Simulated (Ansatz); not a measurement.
# Lattice dynamics of CsGeBr3 (Pm-3m)

Aim: the vibrations of CsGeBr3 (Pm-3m), their spectra, and whether the structure is stable.

Calculated with Ansatz 0.2.0; DFT PBEsol, scalar-relativistic, plane waves, PAW; PAW set soft_1.

Report form: the programs' logs are mostly left out.

In doubt: the program warns that the response may not be converged on this k-mesh (steps 4, 6), which bears on the force constants and all frequencies.

### Step 1. Set-up

It takes space group Pm-3m (No. 221, cubic). The conventional cell has a = 5.533 Å, b = 5.533 Å, c = 5.533 Å, α = 90.00°, β = 90.00°, γ = 90.00°. Nearest to Cs lie 12 Br at 3.91 Å. Nearest to Ge lie 6 Br at 2.77 Å. Nearest to Br lie 2 Ge at 2.77 Å and 4 Cs at 3.91 Å. Farther neighbours and most contacts between anions are not listed.

### Step 2. Relaxation

Harmonic phonons are second derivatives at a point where the forces vanish, and they are wanted at zero stress, so atoms and cell are relaxed first.

File input.yaml:

```yaml
crystal:
  lattice:
    - [5.53332714, 0.0, 0.0]
    - [0.0, 5.53332714, 0.0]
    - [0.0, 0.0, 5.53332714]
  atoms:
    - { symbol: Cs, position: [0.0, 0.0, 0.0] }
    - { symbol: Ge, position: [0.5, 0.5, 0.5] }
    - { symbol: Br, position: [0.5, 0.5, 0.0] }
    - { symbol: Br, position: [0.5, 0.0, 0.5] }
    - { symbol: Br, position: [0.0, 0.5, 0.5] }
kpoints:
  mp_grid: { grid: [6, 6, 6] }
hamiltonian:
  xc: pbesol
  pseudopotentials: { kind: paw, azcp: { folder: soft_1 }, xc_functional: pbe }
scf:
  occupations: { method: gaussian, width: 0.02 }
output:
  forces: true
  stress: true
  eigenvalues: true
relax:
  adjacent_minimum: "off"
  f_tol: 0.005
  max_steps: 80
  cell: { stress_tol: 0.05 }
```

Command:

```
ansatz run input.yaml --threads 4 --pin off --max-ram 10240MiB --backend cpu --events-out ev --progress --plain --runs-dir out
```

It took 6.2 s on 4 threads of Arm Neoverse V2, shared host; peak memory 0.53 GiB; 23 s of CPU time.

Relaxation path:

```tsv
step	energy less that of the first step (eV)	largest force component (eV/Å)	pressure (GPa)	volume (Å³)
1	0.0000	0.0000	-0.79	169.42
2	-0.0117	0.0000	-0.31	166.07
3	-0.0137	0.0000	0.02	164.02
4*	-0.0135	0.0000	0.02	164.02
```

Relaxation steps marked * repeat the geometry before them on a plane-wave basis chosen anew for their cell, so energy and pressure can jump there.

The run keeps the 48 symmetry operations that it works with, so distortions that break them were not tested.

```tsv
conventional cell, symmetrised	before	after	change
a (Å)	5.533	5.474	-1.1 %
b (Å)	5.533	5.474	-1.1 %
c (Å)	5.533	5.474	-1.1 %
volume (Å³/atom)	33.88	32.80	-3.2 %
```

The relaxed structure:

```xyz
5
Lattice="5.4739 0.0000 0.0000 0.0000 5.4739 0.0000 0.0000 0.0000 5.4739" Properties=species:S:1:pos:R:3 pbc="T T T"
Cs    0.0000    0.0000    0.0000
Ge    2.7369    2.7369    2.7369
Br    2.7369    2.7369    0.0000
Br    2.7369    0.0000    2.7369
Br    0.0000    2.7369    2.7369
```

Numbers from this step:

```yaml
pressure: 0.01812 GPa
gap_on_the_k_mesh: 0.3418 eV
volume_per_atom: 32.80 Å³
direct_gap_on_mesh: 0.3418 eV
```

In this step the volume went from 33.88 to 32.80 Å³/atom.

### Step 3. Tight relaxation, k-mesh 6×6×6

Phonons need a cell at rest on their own settings, so the relaxation is repeated with tight tolerances on forces and stress on the k mesh and occupations of the first response run.

input.yaml, the sections that differ from step 2:

```yaml
crystal:
  lattice:
    - [5.4738798441, 0.0, 0.0]
    - [0.0, 5.4738798441, 0.0]
    - [0.0, 0.0, 5.4738798441]
  atoms:
    - { symbol: Cs, position: [0.0, 0.0, 0.0] }
    - { symbol: Ge, position: [0.5, 0.5, 0.5] }
    - { symbol: Br, position: [0.5, 0.5, 0.0] }
    - { symbol: Br, position: [0.5, 0.0, 0.5] }
    - { symbol: Br, position: [0.0, 0.5, 0.5] }
scf:
  occupations: { method: fixed }
relax:
  adjacent_minimum: "off"
  f_tol: 0.001
  max_steps: 60
  cell: { stress_tol: 0.01 }
# kpoints, hamiltonian, output: as in step 2
```

Elapsed: 4.5 s, on 4 threads; peak memory 0.51 GiB; 17 s of CPU time.

Little changed from the start: no atom moved by 0.005 Å and no cell edge by 0.1 %.

Numbers from this step:

```yaml
pressure: 0.006042 GPa
gap_on_the_k_mesh: 0.3441 eV
volume_per_atom: 32.82 Å³
direct_gap_on_mesh: 0.3441 eV
```

The forces vanish by symmetry and the pressure is 0.006 GPa, within the tolerances set. The cell now holds 32.82 Å³/atom.

### Step 4. A first phonon run

The phonons are first tried on the mesh that the gap suggested.

input.yaml, the sections that differ from step 3:

```yaml
crystal:
  lattice:
    - [5.4747027533, 0.0, 0.0]
    - [0.0, 5.4747027533, 0.0]
    - [0.0, 0.0, 5.4747027533]
  atoms:
    - { symbol: Cs, position: [0.0, 0.0, 0.0] }
    - { symbol: Ge, position: [0.5, 0.5, 0.5] }
    - { symbol: Br, position: [0.5, 0.5, 0.0] }
    - { symbol: Br, position: [0.5, 0.0, 0.5] }
    - { symbol: Br, position: [0.0, 0.5, 0.5] }
output:
  eigenvalues: true
phonons:
  method: dfpt
  dielectric: true
  rigid_motions: translations
# kpoints, hamiltonian, scf: as in step 3
# relax: removed
```

Wall time 76 s (4 threads); peak memory 1.8 GiB; 4.8 min of CPU time.

This step gave:

| Property | Result |
| --- | --- |
| sum-rule residual before enforcement | 4.51e-5 eV/Å² |
| miss of the charge sum rule | 0.002388 e |
| estimated error of the dielectric tensor | 0.03178 |
| estimated error of the Born charges | 0.02363 e |
| point group | m-3m |
| highest optical mode at the zone centre (no LO-TO term) | 68.24 cm⁻¹ |
| lowest optical zone-centre mode | -69.68 cm⁻¹ |
| mean high-frequency dielectric constant | 8.873 |
| largest Born charge (third of the trace) | 5.612 e |
| top of the zone-centre spectrum with the field | 155.4 cm⁻¹ |

The highest optical mode at Γ without the field comes at 68.2 cm⁻¹, but the log warns of the mesh: “the force constants stand on the 6×6×6 k-mesh, whose period is 7.80 times the interband length at k = (-0.5000, -0.5000, -0.5000), direct gap 0.344 eV, under 14: take them and everything formed from them as unconverged”.

### Step 5. Tight relaxation, k-mesh 12×12×12

The k mesh is raised to 12×12×12 since a zone-centre run on the first mesh warned that it was too coarse for the force constants, and the cell is relaxed again on it.

input.yaml, the sections that differ from step 4:

```yaml
kpoints:
  mp_grid: { grid: [12, 12, 12] }
output:
  forces: true
  stress: true
  eigenvalues: true
  write_density: true
  write_potential: true
  elf: true
  volumetric_format: npy
relax:
  adjacent_minimum: "off"
  f_tol: 0.001
  max_steps: 60
  cell: { stress_tol: 0.01 }
# crystal, hamiltonian, scf: as in step 4
# phonons: removed
```

Elapsed: 23 s, on 4 threads; peak memory 0.68 GiB.

Little changed from the start: no atom moved by 0.005 Å and no cell edge by 0.1 %.

This step gave:

```
pressure           : 5.99e-5 GPa
gap on the k-mesh  : 0.3349 eV
volume per atom    : 32.74 Å³
direct gap on mesh : 0.3349 eV
```

The forces vanish by symmetry and the pressure is 0.000 GPa, within the tolerances set. The cell now holds 32.74 Å³/atom.

### Step 6. Linear response at the zone centre

The zone centre is the only wavevector solved here; it holds the modes that light can see, as far as symmetry allows. The response to a homogeneous field gives the Born charges and the dielectric tensor.

input.yaml, the sections that differ from step 5:

```yaml
crystal:
  lattice:
    - [5.4702110526, 0.0, 0.0]
    - [0.0, 5.4702110526, 0.0]
    - [0.0, 0.0, 5.4702110526]
  atoms:
    - { symbol: Cs, position: [0.0, 0.0, 0.0] }
    - { symbol: Ge, position: [0.5, 0.5, 0.5] }
    - { symbol: Br, position: [0.5, 0.5, 0.0] }
    - { symbol: Br, position: [0.5, 0.0, 0.5] }
    - { symbol: Br, position: [0.0, 0.5, 0.5] }
output:
  eigenvalues: true
phonons:
  method: dfpt
  dielectric: true
  rigid_motions: translations
# kpoints, hamiltonian, scf: as in step 5
# relax: removed
```

Run time: 9.4 min. Hardware: 4 threads; peak memory 7.9 GiB.

This step gave:

```
sum-rule residual before enforcement                    : 8.07e-5 eV/Å²
miss of the charge sum rule                             : 0.002062 e
estimated error of the dielectric tensor                : 0.03285
estimated error of the Born charges                     : 0.02312 e
highest optical mode at the zone centre (no LO-TO term) : 75.85 cm⁻¹
lowest optical zone-centre mode                         : -61.23 cm⁻¹
mean high-frequency dielectric constant                 : 8.956
largest Born charge (third of the trace)                : 5.619 e
top of the zone-centre spectrum with the field          : 158.6 cm⁻¹
```

Without the LO-TO term. Patterns of degenerate modes are one choice out of their space. Modes at Γ, with each element's share of the kinetic energy (negative means imaginary):

```tsv
mode	frequency (cm⁻¹)	symmetry	Cs %	Ge %	Br %
1	-61.2	T1u	0	63	37
2	-61.2	T1u	0	63	37
3	-61.2	T1u	0	63	37
4	0.0	acoustic	30	16	54
5	0.0	acoustic	30	16	54
6	0.0	acoustic	30	16	54
7	41.5	T1u	69	9	21
8	41.5	T1u	69	9	21
9	41.5	T1u	69	9	21
10	51.6	T2u	0	0	100
11	51.6	T2u	0	0	100
12	51.6	T2u	0	0	100
13	75.8	T1u	1	12	88
14	75.8	T1u	1	12	88
15	75.8	T1u	1	12	88
```

Displacements in mode 2 (-61.2 cm⁻¹), the largest set to 1:
```
Cs1  0.00  0.00  0.00
Ge2  1.00  0.00  0.00
Br3 -0.10  0.00  0.00
Br4 -0.10  0.00  0.00
Br5 -0.72  0.00  0.00
```

Displacements in mode 10 (51.6 cm⁻¹), the largest set to 1:
```
Cs1  0.00  0.00  0.00
Ge2  0.00  0.00  0.00
Br3 -1.00 -0.11  0.00
Br4  1.00  0.00  0.37
Br5  0.00  0.11 -0.37
```

Optical modes at the zone centre, without and with the macroscopic field of the longitudinal modes; each column is sorted by frequency, so a row need not hold one and the same mode. Modes with and without the field, by row:

```tsv
rank among optical modes	no field (cm⁻¹)	q along (1, 0, 0) (cm⁻¹)
1	-61.2	-61.2
2	-61.2	-61.2
3	-61.2	39.5
4	41.5	41.5
5	41.5	41.5
6	41.5	51.6
7	51.6	51.6
8	51.6	51.6
9	51.6	75.4
10	75.8	75.8
11	75.8	75.8
12	75.8	158.6
```

Born charge (rows field, columns displacement) (e), principal values of the symmetric part by kind of site:

```tsv
atom	atoms with these values	low	middle	high	mean
Cs1	1	1.34	1.34	1.34	1.34
Ge2	1	5.62	5.62	5.62	5.62
Br3	3	-5.62	-0.67	-0.67	-2.32
```

In full for Cs1:

```
1.34 0.00 0.00
0.00 1.34 0.00
0.00 0.00 1.34
```

High-frequency dielectric tensor:

```
8.96 0.00 0.00
0.00 8.96 0.00
0.00 0.00 8.96
```

Transverse modes; imaginary modes are left out. Infrared lines, with heights relative to the strongest:

```tsv
position (cm⁻¹)	label	relative intensity
42	T1u	100
52	T2u	0.0
76	T1u	19
```

Before it was imposed, the acoustic sum rule was missed by 8.1e-5 eV/Å² and the charge sum rule by 0.0021 e. Small misses are needed for a sound result but don't prove that mesh and cutoff are converged. Against the first mesh the highest mode moved by +7.6 cm⁻¹. The lowest optical mode is imaginary, 61.2i cm⁻¹, so the energy falls along it.

The log warns of the k mesh: “the force constants stand on the 12×12×12 k-mesh, whose period is 8.41 times the interband length at k = (-0.5000, -0.5000, -0.5000), direct gap 0.335 eV, under 14: take them and everything formed from them as unconverged”.

### Step 7. Another isotope, element Br, natural mass 79.904 amu

An isotope changes the mass and not the force constants, so no new electronic calculation is needed; the shifts show which modes move this element.

The same force constants with the mass of Br changed from 79.904 to 80.916 u (phonopy, no LO-TO term). Both lists are sorted by frequency; levels can cross, so a row need not hold one and the same mode. Modes under 3 cm⁻¹ are left out. Isotope shifts, by row:

```tsv
q	rank	natural mass (cm⁻¹)	changed mass (cm⁻¹)
0 0 0	1	-61.23	-61.09
0 0 0	2	-61.23	-61.09
0 0 0	3	-61.23	-61.09
0 0 0	7	41.51	41.45
0 0 0	8	41.51	41.45
0 0 0	9	41.51	41.45
0 0 0	10	51.64	51.32
0 0 0	11	51.64	51.32
0 0 0	12	51.64	51.32
0 0 0	13	75.85	75.44
0 0 0	14	75.85	75.44
0 0 0	15	75.85	75.44
```

A mode of this element alone would shift by -0.63 %. The highest zone-centre frequency without the field goes from 75.8 to 75.4 cm⁻¹ (-0.5 %).

### Step 8. Another isotope, element Ge, natural mass 72.63 amu

The same for Ge, from 72.63 to 75.92 u.

The same force constants with the mass of Ge changed from 72.630 to 75.921 u (phonopy, no LO-TO term). Both lists are sorted by frequency; levels can cross, so a row need not hold one and the same mode. Modes under 3 cm⁻¹ are left out. Isotope shifts, by row:

```tsv
q	rank	natural mass (cm⁻¹)	changed mass (cm⁻¹)
0 0 0	1	-61.23	-60.38
0 0 0	2	-61.23	-60.38
0 0 0	3	-61.23	-60.38
0 0 0	7	41.51	41.42
0 0 0	8	41.51	41.42
0 0 0	9	41.51	41.42
0 0 0	10	51.64	51.64
0 0 0	11	51.64	51.64
0 0 0	12	51.64	51.64
0 0 0	13	75.85	75.66
0 0 0	14	75.85	75.66
0 0 0	15	75.85	75.66
```

A mode of this element alone would shift by -2.19 %. The highest zone-centre frequency without the field goes from 75.8 to 75.7 cm⁻¹ (-0.3 %).

### Step 9. What came out

| Quantity | Value |
| --- | --- |
| space group after relaxation (within 0.01 Å) | Pm-3m |
| volume per atom | 32.7 Å³ |
| gap on the k-mesh | 0.335 eV |
| highest optical mode at the zone centre (no LO-TO term) | 75.8 cm⁻¹ |
| top of the zone-centre spectrum with the field | 159 cm⁻¹ |
| lowest optical zone-centre mode | -61.2 cm⁻¹ |
| mean high-frequency dielectric constant | 8.96 |
| largest Born charge (third of the trace) | 5.62 e |
| imaginary modes at Γ (the only wavevector solved) | yes |

A zone-centre mode is imaginary (61.2i cm⁻¹), so this structure is not a minimum of the energy. Without the field, the optical modes at Γ span -61 to 76 cm⁻¹ (negative means imaginary). No dispersion was computed. The highest mode in this list at Γ, 75.8 cm⁻¹, is mostly motion of Br (88 % of the kinetic energy). With the macroscopic field of the longitudinal modes the top of the zone-centre spectrum lies at 159 cm⁻¹, against 76 cm⁻¹ without it. Among the real modes, the strongest infrared line is at 42 cm⁻¹. With the field response the log warns that the k mesh is coarse for the force constants too, so the frequencies may not be converged. Spin-orbit coupling is left out, which can matter for the heavy elements here. The PAW files were made for PBE and serve the other functionals too. These are harmonic frequencies at zero temperature: anharmonic shifts, linewidths and thermal expansion are left out.

[Logs are printed without paths, hosts, clocks, repeated set-up lines and the standing remarks that a program may print on its own settings, such as how far it seeks lower states.]

[Hosts, paths, dates, database ids (printed as entryN), source tags and the programs' standing remarks are cut or masked in the printed files.]
